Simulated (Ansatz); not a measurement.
# 1T-SnO2 bilayer (AA) in a perpendicular field, part 2 of 3

Aim: how the 1T-SnO2 bilayer (AA) screens a field along its normal, and what the field does to its bands. A positive field points along +c.

Ansatz 0.2.0; plane-wave DFT, PBE-D3(BJ), Ansatz PAW (the session's first sound run).

So far. Step 2 (Relaxation): The lattice constant a goes from 3.220 to 3.216 Å.

### Step 3. Atoms held, field 0

A sawtooth potential applies the field, turning back in the middle of the vacuum. With the dipole correction the typed value is the field outside the slab. The induced dipole is small, so the SCF threshold is tight.

The cell differs from the one that the last finished run ended in (c 43.978 → 24.652 Å).

File input.yaml:

```yaml
crystal:
  lattice:
    - [3.2161415705, 0.0, 0.0]
    - [-1.6080707853, 2.7852603022, 0.0]
    - [0.0, 0.0, 24.6520990131]
  atoms:
    - { symbol: O, position: [0.6666666667, 0.3333333333, 0.3650804743] }
    - { symbol: Sn, position: [0.0, 0.0, 0.4062450328] }
    - { symbol: O, position: [0.3333333333, 0.6666666667, 0.4472976204] }
    - { symbol: O, position: [0.6666666667, 0.3333333333, 0.5527023796] }
    - { symbol: Sn, position: [0.0, 0.0, 0.5937549672] }
    - { symbol: O, position: [0.3333333333, 0.6666666667, 0.6349195257] }
kpoints:
  mp_grid: { grid: [18, 18, 1] }
  band_path:
    path: [[0, 0, 0], [0.5, 0, 0], [0.33333333, 0.33333333, 0], [0, 0, 0]]
    npoints: 16
hamiltonian:
  xc: pbe
  dispersion: d3bj
scf:
  occupations: { method: fermi_dirac, width: 0.02585 }
  convergence: { dr2_threshold: 1.0e-10 }
efield:
  axis: 3
  dipole_correction: true
  ramp_position: 0.97
  ramp_width: 0.06
  amplitude: 0
output:
  dos: { projected: true, e_range: [-6, 5] }
  bader: true
  write_potential: true
  write_density: true
  volumetric_format: npy
  elf: true
```

Command:

```console
$ ansatz run input.yaml --threads 4 --pin off --max-ram 6144MiB --backend cpu --events-out ev --progress --plain --runs-dir out
```

Numbers of over 12 decimals in the logs are rounded to 6 here.

Log:

```text
[...]
Crystal: 6 atoms, lattice volume = 220.828 Å³
Basis set: ecut = 420 eV, 4415 PW (Γ)
Bands: 32, of which v1, the nominal top of the filled ones, is band 26 counted from 1 (25 counted from 0)
Symmetry: 6 space group operations
k-points: 37 of 324 (time reversal used)
[...]
SCF iter   1: F=—  HF=-14317.906551 eV  |F-HF|=—  |Δ(HF+E_count)|=         —  Δρ=1.18e-3  dr2=1.95e-3  ethr=1.77e-3  p=0.000 e·Å  D=1.74e-13 V/Å  ΔV_dip=-0.00 eV  dr2_dipole=9.80e-9  V_vac-E_F(+/−)=7.01/7.01 eV  ⟨swp⟩=11.1  Hψ=6846  notcnv=0
efield: sawtooth ramp at fractional position 0.9700 (set: `efield.ramp_position`, or a place that a band, a saddle search or an elastic batch's reference lends), width 0.0600; the density the first Hamiltonian is built on has a dipole p = 0.000 e·Å; the dipole correction subtracts the counter field D = 1.74e-13 V/Å, which shifts the + side's vacuum level by -0.00 eV against the − side's; the planar-averaged density in the ramp window peaks in size at 4.0e-7 e/Å³
[...]
SCF iter   2: F=—  HF=-14317.908051 eV  |F-HF|=—  |Δ(HF+E_count)|=   1.50e-3  Δρ=7.87e-4  dr2=7.32e-4  ethr=3.75e-6  p=0.000 e·Å  D=6.34e-5 V/Å  ΔV_dip=-0.00 eV  dr2_dipole=6.12e-8  V_vac-E_F(+/−)=7.06/7.06 eV  ⟨swp⟩=3.2  Hψ=3356  notcnv=0  defer=72
[...]
SCF iter  11: F=-14317.908271 eV  HF=-14317.908271 eV  |F-HF|=5.09e-11  |Δ(HF+E_count)|=  2.36e-11  Δρ=9.80e-8  dr2=1.38e-11  ethr=1.00e-12  p=0.000 e·Å  D=2.29e-7 V/Å  ΔV_dip=-0.00 eV  dr2_dipole=1.09e-13  V_vac-E_F(+/−)=7.06/7.06 eV  ⟨swp⟩=11.8  Hψ=4567  notcnv=0
SCF 1 converged in 11 iterations: F = -14317.908271 eV  dr2 = 1.38e-11
[...]
NSCF: frozen V_eff on 49 k-points
efield: sawtooth ramp at fractional position 0.9700 (kept from the solve that this one continues, or follows in the run), width 0.0600; the density the first Hamiltonian is built on has a dipole p = 0.000 e·Å; the dipole correction subtracts the counter field D = 2.29e-7 V/Å, which shifts the + side's vacuum level by -0.00 eV against the − side's; the planar-averaged density in the ramp window peaks in size at 7.7e-7 e/Å³
[...]
SCF converged after 11 iterations
Free energy (F): -14317.908271 eV
[...]
Internal energy: -14317.908271 eV  (E = F + TS)
E sigma→0 (E₀):  -14317.908271 eV
Fermi energy:    -1.438162 eV
Dipole field:    D = -0.000000 V/Å  (p = -0.000000 e·Å, saw-weighted, corrected)
Work function:   Φ+ = 7.0627 eV   Φ− = 7.0627 eV
Levels:          The Fermi level and band energies are counted from a zero that moves with the ramp; work functions are not
[...]
--- Band table (eV; the first three rows and the last of 37) ---
  k-point 0: bands = [... 22 lower, -3.4552, -3.4184, -3.4184, -2.9676, -0.3266, 0.3952, 3.0388, 3.2097, ... 2 higher]
  k-point 1: bands = [... 22 lower, -3.4085, -3.3699, -3.2992, -2.8937, -0.1432, 0.5211, 3.1508, 3.3348, ... 2 higher]
  k-point 2: bands = [... 22 lower, -3.3289, -3.2835, -3.1884, -2.7914, 0.3247, 0.8581, 3.4511, 3.6723, ... 2 higher]
  k-point 36: bands = [... 22 lower, -3.0270, -3.0270, -2.7467, -2.7467, 3.5642, 3.6075, 6.7704, 7.4860, ... 2 higher]
--- Bader charges: 6 sites ---
  site symbol  charge [e]  shift [e]
     0      O     -1.1823     0.0060
     1     Sn      2.3635     0.0121
     2      O     -1.1812     0.0061
     3      O     -1.1812     0.0061
     4     Sn      2.3635     0.0121
     5      O     -1.1823     0.0060
  estimated error of the sums over rays = 3.6e-4 e
```

Run time: 24 s. Hardware: 4 threads of Intel Xeon Platinum 8559C (Emerald Rapids), shared host; peak memory 0.72 GiB; 93 s of CPU time.

Numbers from this step:

```yaml
dipole_along_the_normal: -2.36e-7 e·Å
gap_along_the_path: 2.331 eV
smallest_direct_gap_along_the_path: 2.641 eV
ionisation_energy_upper_face: 8.282 eV
electron_affinity_upper_face: 5.951 eV
gap_the_smaller_of_path_and_mesh: 2.331 eV
```

Running mean over a fixed 2.6 Å (it still follows the layers) of the planar mean; the ramp of the sawtooth is left out. Electron's electrostatic potential energy less the Fermi level against z:

```
z (Å)  electron's electrostatic potential energy less the Fermi level (eV)
  3.5                                                                 7.06
  4.0                                                                 7.06
  4.5                                                                 7.06
  5.0                                                                 7.06
  5.5                                                                 7.06
  6.0                                                                 7.06
  6.5                                                                 7.02
  7.0                                                                 6.84
  7.5                                                                 5.67
  8.0                                                                 3.01
  8.5                                                                0.411
  9.0                                                                -1.45
  9.5                                                                -4.08
 10.0                                                                -5.74
 10.5                                                                -4.24
 11.0                                                                -1.62
 11.5                                                                0.136
 12.0                                                                 1.87
 12.5                                                                 2.24
 13.0                                                                0.665
 13.5                                                                -1.03
 14.0                                                                -3.39
 14.5                                                                -5.60
 15.0                                                                -4.85
 15.5                                                                -2.15
 16.0                                                               -0.157
 16.5                                                                 2.10
 17.0                                                                 5.00
 17.5                                                                 6.66
 18.0                                                                 7.00
 18.5                                                                 7.05
 19.0                                                                 7.06
 19.5                                                                 7.06
 20.0                                                                 7.06
 20.5                                                                 7.06
 21.0                                                                 7.06
 21.5                                                                 7.06
```

The density of states has structure finer than the step of the table below, so its rows give means over 0.25 eV, whole bins alone (the curve runs from -6 to 3.1 eV). Peaks (eV: height): -5.170: 6.68, -2.720: 10.5, -2.390: 10.4, -1.730: 12.8, -1.370: 21.7, -1.260: 31.1.

Table of density of states by energy, zero at the Fermi level of the run, which the smearing sets inside the gap; means over each step:

```
energy (eV)  density of states (states/eV a cell)
      -5.75                                 0.770
      -5.50                                  1.63
      -5.25                                  4.33
      -5.00                                  4.97
      -4.75                                  3.20
      -4.50                                  3.33
      -4.25                                  4.26
      -4.00                                  3.66
      -3.75                                  3.06
      -3.50                                  2.88
      -3.25                                  2.70
      -3.00                                  2.86
      -2.75                                  5.85
      -2.50                                  4.78
      -2.25                                  2.53
      -2.00                                  4.37
      -1.75                                  11.1
      -1.50                                  6.77
      -1.25                                  10.9
      -1.00                                     0
      -0.75                                     0
      -0.50                                     0
      -0.25                                     0
       0.00                                     0
       0.25                                     0
       0.50                                     0
       0.75                                     0
       1.00                                9.9e-4
       1.25                                 0.111
       1.50                                 0.142
       1.75                                 0.170
       2.00                                 0.363
       2.25                                 0.419
       2.50                                 0.471
       2.75                                 0.539
```

Projected DOS per atom over height of the atomic layer and energy from the Fermi level. Layers: O Sn O O Sn O from below.

Ten even steps from '0' (0.00 states/eV) to '9' (2.36 states/eV), each cell a mean:
```
000000
000000
000000
000000
000000
000000
000000
000000
000000
000000
708807
908809
303303
504405
303303
202202
202202
313313
212212
323323
212212
000000
```
Columns: height of the atomic layer (Å) from 9 to 15.7 (not evenly spaced); rows upwards: energy from the Fermi level (eV) from -5.96 to 3.04.

The electronic bands at the labelled points (eV, zero at the Fermi level of the run, which the smearing sets inside the gap):

```
  point  band 23  band 24  band 25  band 26  band 27  band 28  band 29  band 30
      Γ    -2.02    -1.98    -1.98    -1.53     1.11     1.83     4.48     4.65
halfway    -1.76    -1.69    -1.57    -1.27     3.27     3.45     5.77     6.12
      M    -1.71    -1.61    -1.42    -1.41     4.15     4.21     6.05     6.27
halfway    -1.80    -1.56    -1.37    -1.28     4.62     4.64     6.94     7.21
      K    -1.59    -1.59    -1.31    -1.31     5.00     5.05     8.21     8.92
halfway    -2.13    -1.85    -1.46    -1.22     3.71     3.81     6.35     6.77
      Γ    -2.02    -1.98    -1.98    -1.53     1.11     1.83     4.48     4.65
```

ELF in the ca plane at fractional y = 0.000, with atoms of Sn within 0.2 Å of it. It is the smooth field of the valence electrons, not physical close to the nuclei.

Values, 5 rows by 16 columns, each cell a mean:
```
0.00 0.00 0.00 0.00 0.00 0.00 0.02 0.15 0.09 0.17 0.04 0.05 0.17 0.10 0.14 0.02
0.00 0.00 0.00 0.00 0.00 0.01 0.13 0.36 0.20 0.32 0.16 0.19 0.31 0.20 0.36 0.11
0.00 0.00 0.00 0.00 0.00 0.01 0.23 0.53 0.20 0.46 0.24 0.28 0.43 0.22 0.53 0.20
0.00 0.00 0.00 0.00 0.00 0.00 0.08 0.26 0.19 0.25 0.11 0.13 0.24 0.19 0.26 0.07
0.00 0.00 0.00 0.00 0.00 0.00 0.02 0.15 0.05 0.16 0.04 0.04 0.15 0.06 0.14 0.01
```
Columns run along c (16.0 Å, from fractional 0.06 to 0.71 of the cell), rows up along a (3.2 Å). Atoms in or near the plane, at fractional coordinates: Sn at (0.41, 0.00), Sn at (0.59, 0.00).

Electrostatic potential energy in the ca plane at fractional y = 0.000, with atoms of Sn within 0.2 Å of it. With pseudopotentials it is smooth inside the atoms' cores, unlike the true potential.

Ten even steps from '0' (-18 eV) to '9' (7 eV), each cell a mean:
```
99999999999999999887505992167888630898037889
99999999999999999988630110478888751020157899
99999999999999999998764235678998875323578899
99999999999999999998776666788998876666678999
99999999999999999998766556788998876555678899
99999999999999999988751002578888863101468899
99999999999999999987511650368888740463047889
99999999999999999887407993157888621999036889
```
Columns run along c (16.0 Å, from fractional 0.06 to 0.71 of the cell; values clipped at the 3rd and 97th percentile), rows up along a (3.2 Å). Atoms in or near the plane, at fractional coordinates: Sn at (0.41, 0.00), Sn at (0.59, 0.00).

Valence density in the ca plane at fractional y = 0.000, with atoms of Sn within 0.2 Å of it. It is the smooth field of the valence electrons, not physical close to the nuclei.

Values in units of 1e0 e/Å³, 5 rows by 16 columns, each cell a mean:
```
0.0 0.0 0.0 0.0 0.0 0.0 0.0 0.3 5.4 1.3 0.0 0.0 1.6 5.1 0.2 0.0
0.0 0.0 0.0 0.0 0.0 0.0 0.0 0.2 0.5 0.3 0.1 0.1 0.4 0.5 0.2 0.0
0.0 0.0 0.0 0.0 0.0 0.0 0.0 0.3 0.3 0.3 0.1 0.1 0.3 0.3 0.3 0.0
0.0 0.0 0.0 0.0 0.0 0.0 0.0 0.2 1.0 0.4 0.1 0.1 0.5 1.0 0.2 0.0
0.0 0.0 0.0 0.0 0.0 0.0 0.0 0.4 8.1 1.8 0.0 0.0 2.3 7.7 0.3 0.0
```
Columns run along c (16.0 Å, from fractional 0.06 to 0.71 of the cell), rows up along a (3.2 Å). Atoms in or near the plane, at fractional coordinates: Sn at (0.41, 0.00), Sn at (0.59, 0.00).

The gap is 2.33 eV, with the valence edge 8.28 eV and the conduction edge 5.95 eV under the upper vacuum level.

### Step 4. Single point, field 0.03 V/Å

input.yaml, as its differences from that of step 3:

```diff
@@ -28,6 +28,4 @@
   ramp_width: 0.06
-  amplitude: 0
+  amplitude: 0.03
 output:
-  dos: { projected: true, e_range: [-6, 5] }
-  bader: true
   write_potential: true
@@ -35,2 +33 @@
   volumetric_format: npy
-  elf: true
```

Log:

```text
[...]
Crystal: 6 atoms, lattice volume = 220.828 Å³
Basis set: ecut = 420 eV, 4415 PW (Γ)
Bands: 32, of which v1, the nominal top of the filled ones, is band 26 counted from 1 (25 counted from 0)
Symmetry: 6 space group operations
k-points: 37 of 324 (time reversal used)
[...]
k-point 0: bands = [... 22 lower, -3.4672, -3.4063, -3.4063, -2.9668, -0.3274, 0.3960, 3.0353, 3.2132, ... 2 higher]
  k-point 1: bands = [... 22 lower, -3.4202, -3.3582, -3.2991, -2.8927, -0.1441, 0.5219, 3.1474, 3.3381, ... 2 higher]
  k-point 2: bands = [... 22 lower, -3.3394, -3.2731, -3.1893, -2.7902, 0.3236, 0.8592, 3.4482, 3.6751, ... 2 higher]
  k-point 36: bands = [... 22 lower, -3.0297, -3.0284, -2.7497, -2.7396, 3.5535, 3.6182, 6.7696, 7.4866, ... 2 higher]
[key lines of the parts left out:]
SCF converged after 14 iterations
Free energy (F): -14317.908405 eV
Fermi energy:    -1.437033 eV
Dipole field:    D = 0.007336 V/Å  (p = 0.008952 e·Å, saw-weighted, corrected)
```

Wall time 10 s (4 threads); peak memory 0.7 GiB.

The dipole is 0.00895 e·Å, and the gap 2.328 eV.

### Step 5. Atoms held, field -0.03 V/Å

input.yaml, as its differences from that of step 4:

```diff
@@ -28,3 +28,3 @@
   ramp_width: 0.06
-  amplitude: 0.03
+  amplitude: -0.03
 output:
```

Log:

```text
[...]
Crystal: 6 atoms, lattice volume = 220.828 Å³
Basis set: ecut = 420 eV, 4415 PW (Γ)
Bands: 32, of which v1, the nominal top of the filled ones, is band 26 counted from 1 (25 counted from 0)
Symmetry: 6 space group operations
k-points: 37 of 324 (time reversal used)
[...]
k-point 0: bands = [... 22 lower, -3.4672, -3.4063, -3.4063, -2.9668, -0.3274, 0.3960, 3.0353, 3.2132, ... 2 higher]
  k-point 1: bands = [... 22 lower, -3.4202, -3.3582, -3.2991, -2.8927, -0.1441, 0.5219, 3.1474, 3.3381, ... 2 higher]
  k-point 2: bands = [... 22 lower, -3.3394, -3.2731, -3.1893, -2.7902, 0.3236, 0.8592, 3.4482, 3.6751, ... 2 higher]
  k-point 36: bands = [... 22 lower, -3.0297, -3.0284, -2.7497, -2.7396, 3.5535, 3.6182, 6.7696, 7.4866, ... 2 higher]
[key lines of the parts left out:]
SCF converged after 14 iterations
Free energy (F): -14317.908405 eV
Fermi energy:    -1.437032 eV
Dipole field:    D = -0.007337 V/Å  (p = -0.008954 e·Å, saw-weighted, corrected)
```

It took 10 s on 4 threads; peak memory 0.7 GiB.

The dipole is -0.00895 e·Å, and the gap 2.328 eV.

### Step 6. Single point, field 0.15 V/Å

input.yaml, as its differences from that of step 5:

```diff
@@ -28,3 +28,3 @@
   ramp_width: 0.06
-  amplitude: -0.03
+  amplitude: 0.15
 output:
```

Log:

```text
[...]
Crystal: 6 atoms, lattice volume = 220.828 Å³
Basis set: ecut = 420 eV, 4415 PW (Γ)
Bands: 32, of which v1, the nominal top of the filled ones, is band 26 counted from 1 (25 counted from 0)
Symmetry: 6 space group operations
k-points: 37 of 324 (time reversal used)
[...]
k-point 0: bands = [... 22 lower, -3.5586, -3.3135, -3.3135, -2.9483, -0.3463, 0.4137, 2.9729, 3.2737, ... 2 higher]
  k-point 1: bands = [... 22 lower, -3.5115, -3.2948, -3.2663, -2.8684, -0.1647, 0.5413, 3.0870, 3.3964, ... 2 higher]
  k-point 2: bands = [... 22 lower, -3.4292, -3.2087, -3.1832, -2.7631, 0.2979, 0.8832, 3.3925, 3.7281, ... 2 higher]
  k-point 36: bands = [... 22 lower, -3.0776, -3.0662, -2.7252, -2.6801, 3.4631, 3.7073, 6.7508, 7.4568, ... 2 higher]
[key lines of the parts left out:]
SCF converged after 14 iterations
Free energy (F): -14317.911628 eV
Fermi energy:    -1.418231 eV
Dipole field:    D = 0.036681 V/Å  (p = 0.044764 e·Å, saw-weighted, corrected)
```

Run time: 11 s. Hardware: 4 threads; peak memory 0.7 GiB; 40 s of CPU time.

The dipole is 0.0448 e·Å, and the gap 2.254 eV.

### Step 7. Single point, field 0.25 V/Å

input.yaml, as its differences from that of step 6:

```diff
@@ -28,3 +28,3 @@
   ramp_width: 0.06
-  amplitude: 0.15
+  amplitude: 0.25
 output:
```

Log:

```text
[...]
Crystal: 6 atoms, lattice volume = 220.828 Å³
Basis set: ecut = 420 eV, 4415 PW (Γ)
Bands: 32, of which v1, the nominal top of the filled ones, is band 26 counted from 1 (25 counted from 0)
Symmetry: 6 space group operations
k-points: 37 of 324 (time reversal used)
[...]
k-point 0: bands = [... 22 lower, -3.6336, -3.2324, -3.2324, -2.9167, -0.3790, 0.4442, 2.8981, 3.3448, ... 2 higher]
  k-point 1: bands = [... 22 lower, -3.5155, -3.2727, -3.1859, -2.8288, -0.2001, 0.5742, 3.0128, 3.4666, ... 2 higher]
  k-point 2: bands = [... 22 lower, -3.5088, -3.2341, -3.1037, -2.7198, 0.2554, 0.9228, 3.3195, 3.7954, ... 2 higher]
  k-point 36: bands = [... 22 lower, -3.1455, -3.1197, -2.6777, -2.6094, 3.3828, 3.7853, 6.7178, 7.3765, ... 2 higher]
[key lines of the parts left out:]
SCF converged after 14 iterations
Free energy (F): -14317.917599 eV
Fermi energy:    -1.399880 eV
Dipole field:    D = 0.061164 V/Å  (p = 0.074643 e·Å, saw-weighted, corrected)
```

It took 12 s on 4 threads; peak memory 0.69 GiB; 44 s of CPU time.

The dipole is 0.0746 e·Å, and the gap 2.146 eV.

### Step 8. Atoms held, field -0.25 V/Å

input.yaml, as its differences from that of step 7:

```diff
@@ -28,4 +28,6 @@
   ramp_width: 0.06
-  amplitude: 0.25
+  amplitude: -0.25
 output:
+  dos: { projected: true, e_range: [-6, 5] }
+  bader: true
   write_potential: true
@@ -33 +35,2 @@
   volumetric_format: npy
+  elf: true
```

Log:

```text
[...]
Crystal: 6 atoms, lattice volume = 220.828 Å³
Basis set: ecut = 420 eV, 4415 PW (Γ)
Bands: 32, of which v1, the nominal top of the filled ones, is band 26 counted from 1 (25 counted from 0)
Symmetry: 6 space group operations
k-points: 37 of 324 (time reversal used)
[...]
k-point 36: bands = [... 22 lower, -3.1455, -3.1197, -2.6777, -2.6094, 3.3828, 3.7853, 6.7178, 7.3765, ... 2 higher]
--- Bader charges: 6 sites ---
  site symbol  charge [e]  shift [e]
     0      O     -1.1748     0.0060
     1     Sn      2.3637     0.0121
     2      O     -1.1866     0.0061
     3      O     -1.1758     0.0061
     4     Sn      2.3633     0.0121
     5      O     -1.1898     0.0060
  estimated error of the sums over rays = 3.7e-4 e
[key lines of the parts left out:]
SCF converged after 14 iterations
Free energy (F): -14317.917599 eV
Fermi energy:    -1.399881 eV
Dipole field:    D = -0.061162 V/Å  (p = -0.074641 e·Å, saw-weighted, corrected)
```

Elapsed: 26 s, on 4 threads; peak memory 0.7 GiB; 1.7 min of CPU time.

The dipole is -0.0746 e·Å, and the gap 2.146 eV.

(Continued in part 3 of 3.)

[Logs are printed without paths, hosts, clocks, repeated set-up lines and the standing remarks that a program may print on its own settings, such as how far it seeks lower states.]

[Hosts, paths, dates, database ids (printed as entryN), source tags and the programs' standing remarks are cut or masked in the printed files.]

[Maps of the electrostatic potential energy from Ansatz leave out the sawtooth potential of an applied field or a dipole correction, so their vacuum need not be flat; planar profiles and work functions include it.]

[The density of states shown here was stored with 400 of the rows of the run's finer table, so its peaks can read low, often by over a quarter, or be missed, and its means over a window can be off by a tenth or more.]
